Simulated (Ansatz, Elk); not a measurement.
# Bonding as seen by X-rays: NaAgBr3

Structure refinements treat a crystal as free atoms side by side. For a made-up structure of NaAgBr3 (cell and positions from a r2SCAN relaxation) the runs below show what the calculated density changes in F(hkl).

Method: DFT, PBE, all-electron APW+lo, Dirac cores, scalar-relativistic bands, static density, no spin, in Elk 11.2.3 (patched build).

The structure was built from a prototype and need not be the compound's stable phase.

### Step 1. Set-up

The structure is cubic, space group Pm-3m (No. 221). The conventional cell has a = 5.319 Å, b = 5.319 Å, c = 5.319 Å, α = 90.00°, β = 90.00°, γ = 90.00°. Ag has 6 Br at 2.66 Å nearest. Nearest to Br lie 2 Ag at 2.66 Å and 4 Na at 3.76 Å. Nearest to Na lie 12 Br at 3.76 Å. Farther neighbours and most contacts between anions are not listed.

### Step 2. Ground state and structure factors

An all-electron density is needed, since X-rays see the cores too. Task 0 finds the density and task 195 Fourier-transforms it; tshift is off so that phases refer to the origin typed.

File elk.in:

```
tasks
  0
  195

xctype
  20

spinpol
  .false.

rgkmax
  7.0

gmaxvr
  14.0

lmaxo
  7

lmaxapw
  8

swidth
  0.002

tshift
  .false.

ramdisk
  .false.

hmaxvr
  5.5

maxscl
  120

epspot
  1e-06

sppath
  './'

avec
  10.05122617772 0.00000000000 0.00000000000
  0.00000000000 10.05122617772 -0.00000000000
  0.00000000000 -0.00000000000 10.05122617772

atoms
  3
  'Ag.in'
  1
  -0.0000000000 0.0000000000 -0.0000000000   0.000000 0.000000 0.000000
  'Br.in'
  3
  -0.0000000000 0.5000000000 -0.0000000000   0.000000 0.000000 0.000000
  -0.0000000000 0.0000000000 0.5000000000   0.000000 0.000000 0.000000
  0.5000000000 0.0000000000 -0.0000000000   0.000000 0.000000 0.000000
  'Na.in'
  1
  0.5000000000 0.5000000000 0.5000000000   0.000000 0.000000 0.000000

ngridk
  4 4 4
```

Started as:

```console
$ OMP_NUM_THREADS=4 elk
```

Numbers of over 12 decimals in the logs are rounded to 6 here.

The program printed:

```text
┌─────────────────────────┐
│ Elk code version 11.2.3 │
└─────────────────────────┘

All units are atomic (Hartree, Bohr, etc.)

┌─────────────────────────────────────────────────┐
│ Ground-state run starting from atomic densities │
└─────────────────────────────────────────────────┘

Lattice vectors :
   10.05122618       0.000000000       0.000000000
   0.000000000       10.05122618      -0.000000000
   0.000000000      -0.000000000       10.05122618

Reciprocal lattice vectors :
  0.6251162989      -0.000000000      -0.000000000
  -0.000000000      0.6251162989       0.000000000
  -0.000000000       0.000000000      0.6251162989

Unit cell volume      :    1015.446711
Brillouin zone volume :   0.2442769381

Muffin-tin inner radius fraction :   0.1000000000E-01

Nuclei treated as point charges

Species : 1 (Ag)
 parameters loaded from : Ag.in
 name : silver
 nuclear charge    :   -47.00000000
 electronic charge :    47.00000000
 atomic mass :    196631.6998
 muffin-tin radius :    2.587318806
 number of radial points in muffin-tin :   1193
 inner part over the whole radius :   0.9883490086E-02
 number on inner part of muffin-tin    :    849
 approximate nuclear radius :   0.8648227117E-04
 number of mesh points to nuclear radius :    425
 atomic positions (lattice), magnetic fields (Cartesian) :
  1 :   0.00000000  0.00000000  0.00000000    0.00000000  0.00000000  0.00000000

Species : 2 (Br)
 parameters loaded from : Br.in
 name : bromine
 nuclear charge    :   -35.00000000
 electronic charge :    35.00000000
 atomic mass :    145656.0816
 muffin-tin radius :    2.388294283
 number of radial points in muffin-tin :    993
 inner part over the whole radius :   0.9948221205E-02
 number on inner part of muffin-tin    :    703
 approximate nuclear radius :   0.7858070945E-04
 number of mesh points to nuclear radius :    344
 atomic positions (lattice), magnetic fields (Cartesian) :
  1 :   0.00000000  0.50000000  0.00000000    0.00000000  0.00000000  0.00000000
  2 :   0.00000000  0.00000000  0.50000000    0.00000000  0.00000000  0.00000000
  3 :   0.50000000  0.00000000  0.00000000    0.00000000  0.00000000  0.00000000

Species : 3 (Na)
 parameters loaded from : Na.in
 name : sodium
 nuclear charge    :   -11.00000000
 electronic charge :    11.00000000
 atomic mass :    41907.78703
 muffin-tin radius :    2.200000000
 number of radial points in muffin-tin :    793
 inner part over the whole radius :   0.9883648912E-02
 number on inner part of muffin-tin    :    551
 approximate nuclear radius :   0.5574345702E-04
 number of mesh points to nuclear radius :    238
 atomic positions (lattice), magnetic fields (Cartesian) :
  1 :   0.50000000  0.50000000  0.50000000    0.00000000  0.00000000  0.00000000

Total number of atoms per unit cell :    5
Total muffin-tin volume :    288.3404347
 ratio of muffin-tin to unit cell volume :   0.2839542749

Spin treatment :
 spin-unpolarised

Number of Bravais lattice symmetries :   48
Number of crystal symmetries         :   48
Crystal has inversion symmetry
Real symmetric eigensolver will be used

k-point grid :      4     4     4
k-point offset :    0.000000000       0.000000000       0.000000000
k-point set is reduced with full crystal symmetry group
Total number of k-points :       10

Muffin-tin radius times maximum |G+k| :    7.000000000
 using average radius
Maximum |G+k| for APW functions       :    2.928330781
Maximum (1/2)|G+k|²                   :    4.287560580
Maximum |G| for potential and density :    14.00000000
Constant for pseudocharge density :    9
 order of it for each species :   16  16  16
 order of it for pair densities of each species (exact exchange by exxq0 0: 17) :   11  10   7
Radial integration step length :    1

G-vector grid sizes :     45    45    45
Number of G-vectors :    47089

Maximum angular momentum used for
 APW functions            :    8
 outer part of muffin-tin :    7
 inner part of muffin-tin :    2

Total nuclear charge    :   -163.0000000
[...]
xc potential                :     -575.88182810286
 exchange                    :     -432.38444968075
 correlation                 :     -8.056049
 electron entropic           :    -0.48440071329056E-03
 total energy                :     -13300.870352128

Density of states at Fermi energy :    37.31838527
 (states/Hartree/unit cell)

Estimated indirect band gap :   0.1284849892E-01
 from k-point 9 to k-point 5
Estimated direct band gap   :   0.2780515236E-01
 at k-point 8

Charges :
 core                        :    84.00000000
 valence                     :    79.00000000
 interstitial                :    6.955544590
 muffin-tins (core leakage)
  species : 1 (Ag)
   atom 1                    :    45.45844365     ( -0.3316472039E-06)
  species : 2 (Br)
[...]
species : 3 (Na)
[...]
total in muffin-tins        :    156.0444554
 total calculated charge     :    162.9990257
 total charge                :    163.0000000
 error                       :   0.9743341395E-03

RMS change in Kohn-Sham potential (target) :   0.4193194251     (  0.1000000000E-05)
Absolute change in total energy (target)   :   0.3826627100     (  0.1000000000E-03)

[... loops 3 to 14 left out ...]

┌──────────────────┐
│ Loop number : 15 │
└──────────────────┘

Energies :
 Fermi                       :     0.34626185357537E-01
 sum of occupied eigenvalues :     -7825.1002484368
 electron kinetic            :      13743.761773770
 core electron kinetic       :      12787.115771786
 Coulomb                     :     -26602.810079964
 Coulomb potential           :     -20994.901366559
 nuclear-nuclear             :     -1215.8309130772
 electron-nuclear            :     -29801.584112391
 Hartree                     :      4414.6049455036
 Madelung                    :     -16105.359396685
 xc potential                :     -573.96065564798
 exchange                    :     -432.68085391619
 correlation                 :     -8.060633
 electron entropic           :    -0.56845036720921E-03
 total energy                :     -13299.790361449

Density of states at Fermi energy :    41.34726311
 (states/Hartree/unit cell)

Estimated indirect band gap :   0.1211785935E-01
 from k-point 4 to k-point 5
Estimated direct band gap   :   0.2163692195E-01
 at k-point 8

Charges :
 core                        :    84.00000000
 valence                     :    79.00000000
 interstitial                :    6.850051353
 muffin-tins (core leakage)
  species : 1 (Ag)
[...]
species : 2 (Br)
[...]
species : 3 (Na)
[...]
total in muffin-tins        :    156.1499486
 total calculated charge     :    162.9989074
 total charge                :    163.0000000
 error                       :   0.1092594259E-02

RMS change in Kohn-Sham potential (target) :   0.5113390691E-07 (  0.1000000000E-05)
Absolute change in total energy (target)   :   0.2524644697E-04 (  0.1000000000E-03)

Convergence targets achieved

┌──────────────────┐
│ Loop number : 16 │
└──────────────────┘

Energies :
 Fermi                       :     0.34626177138282E-01
 sum of occupied eigenvalues :     -7825.1002480832
 electron kinetic            :      13743.761775229
 core electron kinetic       :      12787.115772640
 Coulomb                     :     -26602.810080279
 Coulomb potential           :     -20994.901367420
 nuclear-nuclear             :     -1215.8309130772
 electron-nuclear            :     -29801.584112024
 Hartree                     :      4414.6049448226
 Madelung                    :     -16105.359396569
 xc potential                :     -573.96065589194
 exchange                    :     -432.68085388435
 correlation                 :     -8.060633
 electron entropic           :    -0.56845044615748E-03
 total energy                :     -13299.790360277

Density of states at Fermi energy :    41.34726736
 (states/Hartree/unit cell)

Estimated indirect band gap :   0.1211785764E-01
 from k-point 4 to k-point 5
Estimated direct band gap   :   0.2163691912E-01
 at k-point 8

Charges :
 core                        :    84.00000000
 valence                     :    79.00000000
 interstitial                :    6.850051408
 muffin-tins (core leakage)
  species : 1 (Ag)
[...]
species : 2 (Br)
[...]
atom 2                    :    33.44952418     (  0.2478028317E-04)
   atom 3                    :    33.44952418     (  0.2478028317E-04)
  species : 3 (Na)
   atom 1                    :    9.948479086     ( -0.9715865668E-07)
 total in muffin-tins        :    156.1499486
 total calculated charge     :    162.9989074
 total charge                :    163.0000000
 error                       :   0.1092594432E-02

┌──────────────────────────────┐
│ Self-consistent loop stopped │
└──────────────────────────────┘

Wrote STATE.OUT
```

It took 16 s on 4 threads of AMD EPYC 9B45 (Zen 5), shared host; peak memory 0.25 GiB; 32 s of CPU time.

SFACRHO.OUT:

```text

h k l indices transformed by vhmat matrix:
   1.000000000       0.000000000       0.000000000    
   0.000000000       1.000000000       0.000000000    
   0.000000000       0.000000000       1.000000000    

      h      k      l  multipl.   |H|            Re(F)            Im(F)           |F|

      0      0      0      1   0.0000000       163.00000      0.52090269E-15   163.00000    
      0      0      1      6  0.62511630       67.209523      0.54338725E-14   67.209523    
      0     -1      1     12  0.88404795       20.026717     -0.18548093E-14   20.026717    
     -1     -1     -1      8   1.0827332      -57.268281     -0.13365498E-13   57.268281    
      0      0     -2      6   1.2502326       132.16636      0.93761479E-14   132.16636    
     -1     -2      0     24   1.3978025       56.541964      0.35127020E-15   56.541964    
     -2      1      1     24   1.5312160       17.767863      0.14783508E-13   17.767863    
     -2      2      0     12   1.7680959       116.60135      0.30203866E-14   116.60135    
     -2      1     -2     24   1.8753489       50.638288      0.12633629E-13   50.638288    
     -3      0      0      6   1.8753489       50.426328     -0.67089026E-13   50.426328    
      0      3     -1     24   1.9767913       15.429610      0.34457067E-13   15.429610    
      3     -1      1     24   2.0732762      -45.191144      0.64783921E-13   45.191144    
      2      2      2      8   2.1654664       106.49454     -0.21890547E-13   106.49454    
      0      3     -2     24   2.2538889       46.641855      0.63143614E-13   46.641855    
     -3      1      2     48   2.3389710       13.748797     -0.47585151E-13   13.748797    
      4      0      0      6   2.5004652       99.047272     -0.13608429E-13   99.047272    
     -1      0      4     24   2.5774205       43.904864     -0.11062645E-13   43.904864    
      2     -3     -2     24   2.5774205       43.794761     -0.57606614E-13   43.794761
```

Elk indexes on the primitive cell of elk.in and gives |H| = 4π sin θ/λ in inverse bohr. Below, one row stands for each form hkl of the conventional cell (m members, Friedel mates merged), F is for one primitive cell and the density is static (no thermal factor). Free-atom factors are Waasmaier and Kirfel's, and R is Σm||F|−|F'||/Σm|F|.

| hkl | m | sin θ/λ (Å⁻¹) | abs F, DFT | neutral atoms | diff. | ions | diff. |
| --- | --- | --- | --- | --- | --- | --- | --- |
| 100 | 6 | 0.094 | 67.210 | 67.131 | +0.079 | 66.683 | +0.526 |
| 110 | 12 | 0.133 | 20.027 | 20.493 | -0.466 | 19.610 | +0.417 |
| 111 | 8 | 0.163 | 57.268 | 56.873 | +0.396 | 57.414 | -0.146 |
| 200 | 6 | 0.188 | 132.166 | 132.244 | -0.078 | 131.917 | +0.249 |
| 210 | 24 | 0.210 | 56.542 | 56.635 | -0.093 | 56.379 | +0.163 |
| 211 | 24 | 0.230 | 17.768 | 17.810 | -0.042 | 17.781 | -0.013 |
| 220 | 12 | 0.266 | 116.601 | 116.852 | -0.251 | 116.701 | -0.100 |
| 221 | 24 | 0.282 | 50.638 | 50.717 | -0.078 | 50.657 | -0.019 |
| 300 | 6 | 0.282 | 50.426 | 50.717 | -0.290 | 50.657 | -0.231 |
| 310 | 24 | 0.297 | 15.430 | 15.527 | -0.098 | 15.603 | -0.174 |
| 311 | 24 | 0.312 | 45.191 | 45.338 | -0.147 | 45.193 | -0.002 |
| 222 | 8 | 0.326 | 106.495 | 106.707 | -0.212 | 106.648 | -0.153 |
| 320 | 24 | 0.339 | 46.642 | 46.756 | -0.114 | 46.767 | -0.125 |
| 321 | 48 | 0.352 | 13.749 | 13.722 | +0.027 | 13.820 | -0.071 |

The ions are Na+, Ag2+ and Br−, by formal charge.

### Step 3. The highest occupied states alone

An energy window below the Fermi level keeps the highest occupied states, to see at which angles they scatter; shallow core shells can lie inside it and anion s states outside. No new self-consistency is needed.

elk.in, as its differences from that of step 2:

```diff
@@ -1,3 +1,2 @@
 tasks
-  0
   195
@@ -40,2 +39,5 @@
 
+wsfac
+  -0.516610 0.334630
+
 sppath
```

Started as:

```console
$ OMP_NUM_THREADS=4 elk
```

The program printed:

```text
┌─────────────────────────────────┐
│ Elk code version 11.2.3 started │
└─────────────────────────────────┘

Info(readinput): the functional depends on the density's gradient
 muffin-tin radial points multiplied by    2.00000
 (not where nrmtscf is given)

┌────────────────────┐
│ Current task : 195 │
└────────────────────┘
Info(checkmt): changed muffin-tin radius of species 1 (Ag) from   2.6000 to   2.5873
Info(checkmt): changed muffin-tin radius of species 2 (Br) from   2.4000 to   2.3883

Info(sfacrho): density structure factors written to SFACRHO.OUT

 Energy window :  -0.5166100000      0.3346300000

┌──────────────────┐
│ Elk code stopped │
└──────────────────┘
```

The job ended after 7.6 s (4 threads; peak memory 0.17 GiB; 9 s of CPU time).

States within 15 eV below the Fermi level hold 33.00 electrons; any levels below the window count with the cores. Their amplitudes can exceed the total, where window and core parts have opposite phase:

| hkl | sin θ/λ (Å⁻¹) | abs F, window | abs F, all |
| --- | --- | --- | --- |
| 100 | 0.094 | 14.014 | 67.210 |
| 110 | 0.133 | 3.303 | 20.027 |
| 111 | 0.163 | 2.564 | 57.268 |
| 200 | 0.188 | 11.943 | 132.166 |
| 210 | 0.210 | 6.345 | 56.542 |
| 211 | 0.230 | 3.053 | 17.768 |
| 220 | 0.266 | 4.688 | 116.601 |
| 221 | 0.282 | 3.099 | 50.638 |
| 300 | 0.282 | 2.882 | 50.426 |
| 310 | 0.297 | 2.181 | 15.430 |

### Step 4. Another functional

The difference from free atoms is small, so it is set against the change that LDA (Perdew-Wang) makes.

elk.in, as its differences from that of step 3:

```diff
@@ -1,2 +1,3 @@
 tasks
+  0
   195
@@ -4,3 +5,3 @@
 xctype
-  20
+  3
 
@@ -39,5 +40,2 @@
 
-wsfac
-  -0.516610 0.334630
-
 sppath
```

Started as:

```console
$ OMP_NUM_THREADS=4 elk
```

The program printed:

```text
┌─────────────────────────┐
│ Elk code version 11.2.3 │
└─────────────────────────┘

All units are atomic (Hartree, Bohr, etc.)

┌─────────────────────────────────────────────────┐
│ Ground-state run starting from atomic densities │
└─────────────────────────────────────────────────┘

Lattice vectors :
   10.05122618       0.000000000       0.000000000
   0.000000000       10.05122618      -0.000000000
   0.000000000      -0.000000000       10.05122618

Reciprocal lattice vectors :
  0.6251162989      -0.000000000      -0.000000000
[...]
interstitial                :    6.908317618
 muffin-tins (core leakage)
  species : 1 (Ag)
[...]
species : 2 (Br)
[...]
atom 3                    :    33.42643256     (  0.1903120969E-04)
  species : 3 (Na)
   atom 1                    :    9.948826162     ( -0.1555072446E-05)
 total in muffin-tins        :    156.0916824
 total calculated charge     :    162.9989282
 total charge                :    163.0000000
 error                       :   0.1071774563E-02

┌──────────────────────────────┐
│ Self-consistent loop stopped │
└──────────────────────────────┘

Wrote STATE.OUT
[key lines of the parts left out:]
total energy                :     -13284.354460721
```

The job ended after 9.4 s (4 threads; peak memory 0.19 GiB; 20 s of CPU time).

Against the first run R = 0.05 %; the largest change is -0.063 at 531.

### Step 5. Basis size

The basis and the expansions that go with it are enlarged, to see whether the differences are converged.

elk.in, as its differences from that of step 4:

```diff
@@ -5,3 +5,3 @@
 xctype
-  3
+  20
 
@@ -11,12 +11,12 @@
 rgkmax
-  7.0
+  8.5
 
 gmaxvr
-  14.0
+  18.0
 
 lmaxo
-  7
+  9
 
 lmaxapw
-  8
+  10
```

Started as:

```console
$ OMP_NUM_THREADS=4 elk
```

The program printed:

```text
┌─────────────────────────┐
│ Elk code version 11.2.3 │
└─────────────────────────┘

All units are atomic (Hartree, Bohr, etc.)

┌─────────────────────────────────────────────────┐
│ Ground-state run starting from atomic densities │
└─────────────────────────────────────────────────┘

Lattice vectors :
   10.05122618       0.000000000       0.000000000
   0.000000000       10.05122618      -0.000000000
   0.000000000      -0.000000000       10.05122618

Reciprocal lattice vectors :
  0.6251162989      -0.000000000      -0.000000000
[...]
interstitial                :    6.829273054
 muffin-tins (core leakage)
  species : 1 (Ag)
[...]
species : 2 (Br)
[...]
atom 3                    :    33.45286266     (  0.2478809687E-04)
  species : 3 (Na)
   atom 1                    :    9.950380018     ( -0.9715865756E-07)
 total in muffin-tins        :    156.1707269
 total calculated charge     :    163.0000558
 total charge                :    163.0000000
 error                       :   0.5581765606E-04

┌──────────────────────────────┐
│ Self-consistent loop stopped │
└──────────────────────────────┘

Wrote STATE.OUT
[key lines of the parts left out:]
total energy                :     -13299.803627376
```

Elapsed: 35 s, on 4 threads; peak memory 0.51 GiB.

Against the first run R = 0.01 %; the largest change is -0.012 at 422.

### Step 6. Settings against the effect

| run | R against the first run (%) | R against neutral atoms, low angle (%) | wall time |
| --- | --- | --- | --- |
| PBE, rgkmax 7 | 0.00 | 0.31 | 16 s |
| LDA (Perdew-Wang) | 0.05 | 0.34 | 9.4 s |
| rgkmax 8.5 with larger expansions | 0.01 | 0.31 | 35 s |

### Step 7. What came out

```
R against neutral atoms, sin θ/λ < 0.3 Å⁻¹ : 0.31 %
R against neutral atoms, 0.3 to 0.82 Å⁻¹   : 0.21 %
R against ions, below 0.3 Å⁻¹              : 0.32 %
```

Independent neutral atoms miss the calculated amplitudes by R = 0.31 % below 0.3 Å⁻¹ and 0.21 % from there to 0.82 Å⁻¹; by shells, 0.94 % below 0.15 Å⁻¹ (2 forms), 0.25 % 0.15 to 0.3 (8 forms), 0.25 % 0.3 to 0.45 (13 forms), 0.20 % above 0.45 (80 forms). Bonding, aspherical density and the tables' own atoms all enter these figures, and the runs don't part them. The largest change of an amplitude is -0.47 electrons, at 110. Formal ions give R = 0.32 % at low angle, no better and no worse than neutral atoms. The window's part falls from 33.0 electrons at the origin to at most 0.58 between 0.45 and 0.82 Å⁻¹. Below 0.3 Å⁻¹ the changes that finished (LDA (Perdew-Wang) and rgkmax 8.5 with larger expansions) move F by R = 0.04 % at most, against the 0.31 % that separates it from free atoms. The k-mesh has no finished test. These runs have no spin, though d or f shells may be open. The electron count is odd, so without spin the run is a metal by force. Part of the difference isn't bonding: the tables are fits to free atoms and ions calculated by other methods than this functional. Thermal motion, anomalous dispersion and extinction are left out.

[Logs are printed without paths, hosts, clocks, repeated set-up lines and the standing remarks that a program may print on its own settings, such as how far it seeks lower states.]

[Hosts, paths, dates, database ids (printed as entryN), source tags and the programs' standing remarks are cut or masked in the printed files.]
